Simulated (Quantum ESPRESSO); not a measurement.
# Core-hole calculation of the C K edge in Sc2CO (R-3m), part 2 of 4

What does one-electron theory with a core hole give for the C K edge of Sc2CO (R-3m)?

Quantum ESPRESSO 7.5; X-ray absorption near-edge structure, plane-wave PAW PBEsol, one-electron final states by a Lanczos continued fraction.

So far. Step 2 (The field without a hole): The mesh shows no gap, so the system is treated as a metal and the core electron is put at the Fermi level (neutral cell). Step 3 (Spectrum without a core hole, C atom 4): Main maxima below 24 eV (height): 7.1 eV (2.28), 10.6 eV (0.98), 13.6 eV (2.07) and 17.4 eV (1.23). A K edge sees empty p states on the absorber.

**6. The atom with a core hole**

Level of this step: all-electron atom with a core hole and its PAW potential, PBEsol, scalar-relativistic (Quantum ESPRESSO).

The frozen core must hold the hole, so the absorber gets a data set of its own.

File C.pbesol-n-kjpaw-1sch.ld1.in:

```
&input
   title='C', zed=6., rel=1, iswitch=3, dft='PBESOL',
   config='1s1 2s2 2p3'
/
&inputp
   file_pseudopw='C.pbesol-n-kjpaw-1sch.UPF', author='',
   lpaw=.true.,
   pseudotype=3,
   lloc=-1,
   rcloc=0.9,
   which_augfun='PSQ',
   rmatch_augfun_nc=.true.,
   nlcc=.true.,
   new_core_ps=.true.,
   rcore=0.7,
   tm=.true.,
   zval=5,
   lgipaw_reconstruction=.true., use_paw_as_gipaw=.true.
/
4
2S  1  0  2.00  0.00  1.00  1.20  0.0
2S  1  0  0.00  3.00  1.00  1.20  0.0
2P  2  1  3.00  0.00  0.90  1.40  0.0
2P  2  1  0.00  0.05  0.90  1.40  0.0
```

Run with:

```sh
$ ld1.x < C.pbesol-n-kjpaw-1sch.ld1.in > C.pbesol-n-kjpaw-1sch.ld1.out
```

The log of the run:

```text
     [... banner and references ...]
PAW data will be used for GIPAW calculation
     --------------------------- All-electron run ----------------------------

     C
     scalar relativistic calculation

     atomic number is  6.00
     dft =PBESOL   lsd =0 sic =0 latt =0  beta=0.20 tr2=1.0E-14
     Exchange-correlation= PBESOL
                           (   1   4  10   8   0   0   0)
     mesh =1073 r(mesh) = 100.30751 a.u. xmin = -7.00 dx = 0.01250
     1 Ry =  13.60569312 eV, c = 137.03599908

     n l     nl                  e(Ry)          e(Ha)          e(eV)
     1 0     1S 1( 1.00)       -23.3437       -11.6718      -317.6071
     2 0     2S 1( 2.00)        -1.1861        -0.5930       -16.1374
     2 1     2P 1( 3.00)        -0.5568        -0.2784        -7.5760

     final scf error:  8.0E-15 reached in  35 iterations

     Etot =     -53.964556 Ry,     -26.982278 Ha,    -734.225185 eV

     Ekin =      53.689746 Ry,      26.844873 Ha,     730.486214 eV
     Encl =    -128.959972 Ry,     -64.479986 Ha,   -1754.589802 eV
     Eh   =      28.790540 Ry,      14.395270 Ha,     391.715256 eV
     Exc  =      -7.484871 Ry,      -3.742435 Ha,    -101.836854 eV

     normalization and overlap integrals

     s(1S/1S) =  1.000000  <r> =   0.2581  <r2> =    0.0897  r(max) =   0.1688
     s(1S/2S) = -0.000135
     s(2S/2S) =  1.000000  <r> =   1.4222  <r2> =    2.4534  r(max) =   1.1005
     s(2P/2P) =  1.000000  <r> =   1.4634  <r2> =    2.8107  r(max) =   0.9712

     ------------------------ End of All-electron run ------------------------

     --------------------- Generating PAW atomic setup --------------------

      Generating local potential from pseudized AE potential:
      Matching radius rcloc =   0.9000

[...]
(   1   4  10   8   0   0   0)
     mesh =1073 r(mesh) = 100.30751 a.u. xmin = -7.00 dx = 0.01250
     1 Ry =  13.60569312 eV, c = 137.03599908

     n l     nl                  e(Ry)          e(Ha)          e(eV)
[...]
final scf error:  8.0E-15 reached in  35 iterations

     Etot =     -53.964556 Ry,     -26.982278 Ha,    -734.225185 eV

     Ekin =      53.689746 Ry,      26.844873 Ha,     730.486214 eV
     Encl =    -128.959972 Ry,     -64.479986 Ha,   -1754.589802 eV
     Eh   =      28.790540 Ry,      14.395270 Ha,     391.715256 eV
     Exc  =      -7.484871 Ry,      -3.742435 Ha,    -101.836854 eV

     normalization and overlap integrals

     s(1S/1S) =  1.000000  <r> =   0.2581  <r2> =    0.0897  r(max) =   0.1688
     s(1S/2S) = -0.000135
     s(2S/2S) =  1.000000  <r> =   1.4222  <r2> =    2.4534  r(max) =   1.1005
     s(2P/2P) =  1.000000  <r> =   1.4634  <r2> =    2.8107  r(max) =   0.9712

     ------------------------ End of All-electron run ------------------------

     ---------------------- Testing the pseudopotential ----------------------

     C
     scalar relativistic calculation

     atomic number is  6.00   valence charge is  5.00
     dft = SLA  PW   PSX  PSC   lsd =0 sic =0 latt =0  beta=0.20 tr2=1.0E-14
     mesh =1073 r(mesh) = 100.30751 xmin = -7.00 dx = 0.01250

     n l     nl             e AE (Ry)        e PS (Ry)    De AE-PS (Ry)
     1 0     2S   1( 2.00)       -1.18607       -1.18608        0.00001
     2 1     2P   1( 3.00)       -0.55682       -0.55683        0.00001

     eps = 5.1E-15  iter =  4

     Etot =     -53.964556 Ry,     -26.982278 Ha,    -734.225185 eV
     Etotps =   -21.622315 Ry,     -10.811157 Ha,    -294.186576 eV

     Ekin =      19.218264 Ry,       9.609132 Ha,     261.477802 eV
     Encl =     -49.292312 Ry,     -24.646156 Ha,    -670.656067 eV
     Ehrt =      15.936602 Ry,       7.968301 Ha,     216.828511 eV
     Ecxc =      -7.484868 Ry,      -3.742434 Ha,    -101.836823 eV
     (Ecc =      -0.321262 Ry,      -0.160631 Ha,      -4.370986 eV)

     ---------------------- End of pseudopotential test ----------------------
```

Elapsed: 0.77 s, on 1 MPI rank of Intel Xeon 6975P-C (Granite Rapids), shared host; peak memory 0.12 GiB.

Removing the core electron and adding it to the valence shell costs the free atom 288.7 eV.

**7. Supercell with XCH, C atom 4**

The holes are 5.6 Å apart. The excited electron is kept in the cell, where it fills the lowest empty states and screens the hole.

File scf.in:

```
&control
   calculation='scf', prefix='x', pseudo_dir='../pp', outdir='tmp', tprnfor=.true.
/
&system
   ibrav=0, nat=12, ntyp=4, nbnd=60
   ecutwfc=50, ecutrho=450
   occupations='smearing', smearing='mv', degauss=0.015
/
&electrons
   conv_thr=1.2e-07, electron_maxstep=120
   mixing_beta=0.5
/
ATOMIC_SPECIES
Sc 1.0 Sc.pbesol-spn-kjpaw.UPF
O 1.0 O.pbesol-n-kjpaw.UPF
C0 1.0 C.pbesol-n-kjpaw-1sch.UPF
C 1.0 C.pbesol-n-kjpaw.UPF
CELL_PARAMETERS angstrom
  0.00000000 -1.87221894 5.29006396
  0.00000000 5.61665682 0.00000000
  -4.86416749 2.80832841 0.00000000
ATOMIC_POSITIONS crystal
Sc   0.26075788 0.75358596 0.00000000
Sc   0.26075788 0.08691929 0.33333333
Sc   0.26075788 0.42025263 0.66666667
Sc   0.73924212 0.24641404 0.00000000
Sc   0.73924212 0.57974737 0.33333333
Sc   0.73924212 0.91308071 0.66666667
O    0.00000000 0.00000000 0.00000000
O    0.00000000 0.33333333 0.33333333
O    0.00000000 0.66666667 0.66666667
C0   0.50000000 0.50000000 0.00000000
C    0.50000000 0.83333333 0.33333333
C    0.50000000 0.16666667 0.66666667
K_POINTS automatic
5 6 6 0 0 0
```

Run with:

```sh
$ OMP_NUM_THREADS=1 mpirun --oversubscribe --bind-to none -np 4 pw.x -nk 4 -in scf.in > scf.out
```

The log of the run:

```text
     [... banner and references ...]
[banner, memory and clock lines left out]
using ibrav=0 with symmetry is DISCOURAGED, use correct ibrav instead

     G-vector sticks info

     bravais-lattice index     =            0
     lattice parameter (alat)  =      10.6044  a.u.
     unit-cell volume          =     975.3128 (a.u.)^3
     number of atoms/cell      =           12
     number of atomic types    =            4
     number of electrons       =        97.00
     number of Kohn-Sham states=           60
     kinetic-energy cutoff     =      50.0000  Ry
     charge density cutoff     =     450.0000  Ry
     scf convergence threshold =      1.2E-07
     mixing beta               =       0.5000
     number of iterations used =            8  plain     mixing
     Exchange-correlation= SLA  PW   PSX  PSC
                           (   1   4  10   8   0   0   0)

     celldm(1)=  10.604375  celldm(2)=   0.000000  celldm(3)=   0.000000
     celldm(4)=   0.000000  celldm(5)=   0.000000  celldm(6)=   0.000000

     crystal axes: (cart. coord. in units of alat)
               a(1) = (   0.000000  -0.333634   0.942703 )
               a(2) = (   0.000000   1.000902   0.000000 )
               a(3) = (  -0.866807   0.500451   0.000000 )

     reciprocal axes: (cart. coord. in units 2 pi/alat)
               b(1) = (  0.000000 -0.000000  1.060780 )
               b(2) = (  0.576830  0.999098  0.353593 )
               b(3) = ( -1.153660  0.000000  0.000000 )

     PseudoPot. #1 for Sc:     Pseudo is Projector augmented-wave + core cor, Zval = 11.0

     ../pp/O.pbesol-n-kjpaw.UPF
     Pseudo is Projector augmented-wave + core cor, Zval =  6.0
[...]
End of self-consistent calculation

          k = 0.0000 0.0000 0.0000 (  5833 PWs)   bands (ev):

   -36.3363 -36.2554 -36.2396 -36.2396 -36.2381 -36.2379 -15.4539 -15.2781
   -15.2647 -15.2249 -15.1932 -15.1866 -15.1553 -15.0976 -15.0658 -14.9908
   -14.9620 -14.9535 -14.9318 -14.8735 -14.8725 -14.8409 -14.8263 -14.8244
    -6.5222  -6.2082  -6.2073   1.1420   3.2922   3.9458   6.2238   6.8664
     6.8851   6.8885   6.9210   7.5300   7.5358   7.9128   7.9177   8.8832
     8.9530   9.4030   9.9384  10.0586  10.8271  11.1794  11.6986  11.7241
    14.1094  14.1105  14.1391  14.4772  14.4916  15.0548  15.1752  15.2587
    15.3462  15.3484  15.3960  15.6362

     [... bands of 54 further k-points ...]

     the Fermi energy is    12.8624 ev

!    total energy              =   -1114.32512483 Ry
     total all-electron energy =     -9817.954291 Ry
     estimated scf accuracy    <       0.00000006 Ry
     smearing contrib. (-TS)   =      -0.00106334 Ry
     internal energy E=F+TS    =   -1114.32406149 Ry

     The total energy is F=E-TS. E is the sum of the following terms:
     one-electron contribution =    -148.21500448 Ry
     hartree contribution      =     125.28179450 Ry
     xc contribution           =    -141.10498644 Ry
     ewald contribution        =    -556.77817947 Ry
     one-center paw contrib.   =    -393.50768560 Ry

     convergence has been achieved in  20 iterations

     Forces acting on atoms (cartesian axes, Ry/au):

     atom    1 type  1   force =    -0.00000000    0.00159751    0.00374582
     atom    2 type  1   force =    -0.00138312   -0.00084457    0.00245013
     atom    3 type  1   force =     0.00138312   -0.00084457    0.00245013
[...]
atom   11 type  4   force =    -0.00048968    0.00000000    0.00000000
     atom   12 type  4   force =     0.00048968    0.00000000    0.00000000

     Total force =     0.008895     Total SCF correction =     0.000470

     XML data file, charge density, pseudopotentials, collected wavefunctions
```

Run time: 2.3 min. Hardware: 4 MPI ranks; peak memory 0.37 GiB.

Energy with the hole: -133580.073 eV, cores included.

(Continued in part 3 of 4.)

[Banner, clock and machine lines of the logs are left out without a mark of their own.]

[Logs are printed without paths, hosts, clocks, repeated set-up lines and the standing remarks that a program may print on its own settings, such as how far it seeks lower states.]

[Hosts, paths, dates, database ids (printed as entryN), source tags and the programs' standing remarks are cut or masked in the printed files.]

[Lists of maxima count a maximum above −3 eV only where it reaches 4 % of the highest in the window and stands out from its surroundings by 2 % of it (1.5 % where it reaches 55 %); shoulders and weaker maxima are passed over, and of the rest the first, up to two pre-edge ones and the few strongest are named.]
